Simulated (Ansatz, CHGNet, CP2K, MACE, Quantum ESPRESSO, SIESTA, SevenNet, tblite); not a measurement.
**A faulty CP2K run on MgF2(100) slab (72 atoms)**

Program: CP2K 2026.2, a calculation on a cell of 24 Mg and 48 F, with vacuum.

Input file input.inp:

```
&GLOBAL
  PROJECT cell
  RUN_TYPE ENERGY_FORCE
  PRINT_LEVEL LOW
&END GLOBAL
&FORCE_EVAL
  METHOD QS
  &DFT
    BASIS_SET_FILE_NAME BASIS_MOLOPT
    POTENTIAL_FILE_NAME GTH_POTENTIALS
    &MGRID
      CUTOFF 800
      REL_CUTOFF 50
      NGRIDS 5
    &END MGRID
    &QS
      EPS_DEFAULT 1.0E-12
      LS_SCF T
    &END QS
    &LS_SCF
      PURIFICATION_METHOD TRS4
      EPS_FILTER 1.0E-02
      EPS_SCF 1.0E-06
      MAX_SCF 50
      S_PRECONDITIONER ATOMIC
      MIXING_FRACTION 0.45
      REPORT_ALL_SPARSITIES F
    &END LS_SCF
    &XC
      &XC_FUNCTIONAL PBE
      &END XC_FUNCTIONAL
    &END XC
    &PRINT
      &MULLIKEN ON
      &END MULLIKEN
    &END PRINT
  &END DFT
  &SUBSYS
    &CELL
      A 9.15600 0.00000 0.00000
      B 0.00000 9.24200 0.00000
      C 0.00000 0.00000 18.75217
    &END CELL
    &COORD
      SCALED
      Mg 0.00838 0.49837 0.31221
      Mg 0.17646 0.26162 0.43498
      F 0.00612 0.34844 0.38659
      F 0.00819 0.15125 0.47491
      F 0.16934 0.09071 0.35929
      F 0.16111 0.39410 0.26860
      Mg 0.00799 0.48905 0.55279
      Mg 0.16619 0.24826 0.68335
      F 0.00664 0.34762 0.63584
      F 0.99762 0.15003 0.73017
[... 58 atom lines left out ...]
      F 0.67489 0.86042 0.64236
      F 0.67058 0.65970 0.72661
      F 0.81269 0.58665 0.60079
      F 0.83409 0.90340 0.51752
    &END COORD
    &KIND Mg
      BASIS_SET SZV-MOLOPT-SR-GTH-q10
      POTENTIAL GTH-PBE-q10
    &END KIND
    &KIND F
      BASIS_SET SZV-MOLOPT-SR-GTH-q7
      POTENTIAL GTH-PBE-q7
    &END KIND
  &END SUBSYS
  &PRINT
    &FORCES ON
    &END FORCES
  &END PRINT
&END FORCE_EVAL
```

Started as:

```
OMP_NUM_THREADS=1 cp2k.psmp -i input.inp > output.txt
```

Numbers of over 12 decimals in the logs are rounded to 6 here.

The log of the run:

```text
CP2K| version string:                                       CP2K version 2026.2
 CP2K| Input file name                                                 input.inp
 GLOBAL| Basis set file name                                        BASIS_MOLOPT
 GLOBAL| Potential file name                                      GTH_POTENTIALS
 GLOBAL| Run type                                                   ENERGY_FORCE
 GLOBAL| Total number of message passing processes                             1
 GLOBAL| Number of threads for this process                                    1
 TOTAL NUMBERS AND MAXIMUM NUMBERS
  Total number of            - Atomic kinds:                                   2
                             - Atoms:                                         72
                             - Shell sets:                                    72
                             - Shells:                                       168
                             - Primitive Cartesian functions:                408
                             - Cartesian basis functions:                    312
[... lines left out ...]
 Re-scaling the density matrix to get the right number of electrons
[... lines left out ...]
                          576               576.012                        1.000
 Energy with the initial guess:     -2687.943620791
 SCF     1     -2681.472546782     -2681.472546782    9.107234
*********************************************************
 Using MIXING_FRACTION=0.450 to mix KS matrix:  iscf=  2
 KS_nw=0.450*KS + 0.550*KS_old
*********************************************************
 SCF     2     -2680.653559108         0.818987674    8.926031
*********************************************************
 Using MIXING_FRACTION=0.450 to mix KS matrix:  iscf=  3
 KS_nw=0.450*KS + 0.550*KS_old
[...]
SCF     3     -2680.568265009         0.085294098    9.321766
[...]
Using MIXING_FRACTION=0.450 to mix KS matrix:  iscf=  4
 KS_nw=0.450*KS + 0.550*KS_old
[...]
Using MIXING_FRACTION=0.450 to mix KS matrix:  iscf= 49
 KS_nw=0.450*KS + 0.550*KS_old
[...]
SCF    49     -2601.306915199        25.788813883    8.980016
*********************************************************
 Using MIXING_FRACTION=0.450 to mix KS matrix:  iscf= 50
 KS_nw=0.450*KS + 0.550*KS_old
*********************************************************
 SCF    50     -2597.439029610         3.867885589    8.995315
 SCF not converged!
 !-----------------------------------------------------------------------------!
                     Mulliken Population Analysis
 #  Atom  Element  Kind  Atomic population                           Net charge
       1     Mg       1          8.899138                              1.100862
       2     Mg       1          9.612091                              0.387909
       3     F        2          7.874562                             -0.874562
[...]
71     F        2          7.921806                             -0.921806
      72     F        2          7.958918                             -0.958918
 # Total charge                            586.544892                -10.544892
 !-----------------------------------------------------------------------------!
 ENERGY| Total FORCE_EVAL ( QS ) energy [hartree]          -2597.439030
 FORCES| Atomic forces [hartree/bohr]
 FORCES|   Atom     x               y               z               |f|
 FORCES|      1 -1.05853918E-01  1.39817548E-01  3.64686975E-01   4.04661078E-01
 FORCES|      2 -6.07988191E-02  8.11205491E-04  5.73200934E-01   5.76416920E-01
 FORCES|      3 -5.59643767E-02 -1.06255101E-01 -2.47139473E-01   2.74772773E-01
[...]
FORCES|     71 -5.38043380E-01 -5.13852961E-01 -5.11941880E-01   9.03116843E-01
 FORCES|     72  2.44574339E-02  6.80928189E-01  4.89779197E-01   8.39133498E-01
 FORCES| Sum    -8.04770635E-02 -1.48900327E-02 -5.25771225E-02
 FORCES| Total atomic force                                       9.72760229E-02
```

The job ended after 7.9 min (1 thread of Arm Neoverse V2, shared host; peak memory 2.8 GiB).

Banners, paths, timers and routine set-up lines are dropped from the logs unmarked, and long logs keep their key lines alone; longer cuts are marked.

Why should this run not be trusted?

A sparsity filter far too loose: filter 0.01. Likely mend: a far tighter filter, such as 1e-6.

The run ended unconverged.

[Also dropped from logs without a mark: logging warnings of Python, and SIESTA's first energy breakdown and zero terms.]

[Logs are printed without paths, hosts, clocks, repeated set-up lines and the standing remarks that a program may print on its own settings, such as how far it seeks lower states.]

[Hosts, paths, dates, database ids (printed as entryN), source tags and the programs' standing remarks are cut or masked in the printed files.]
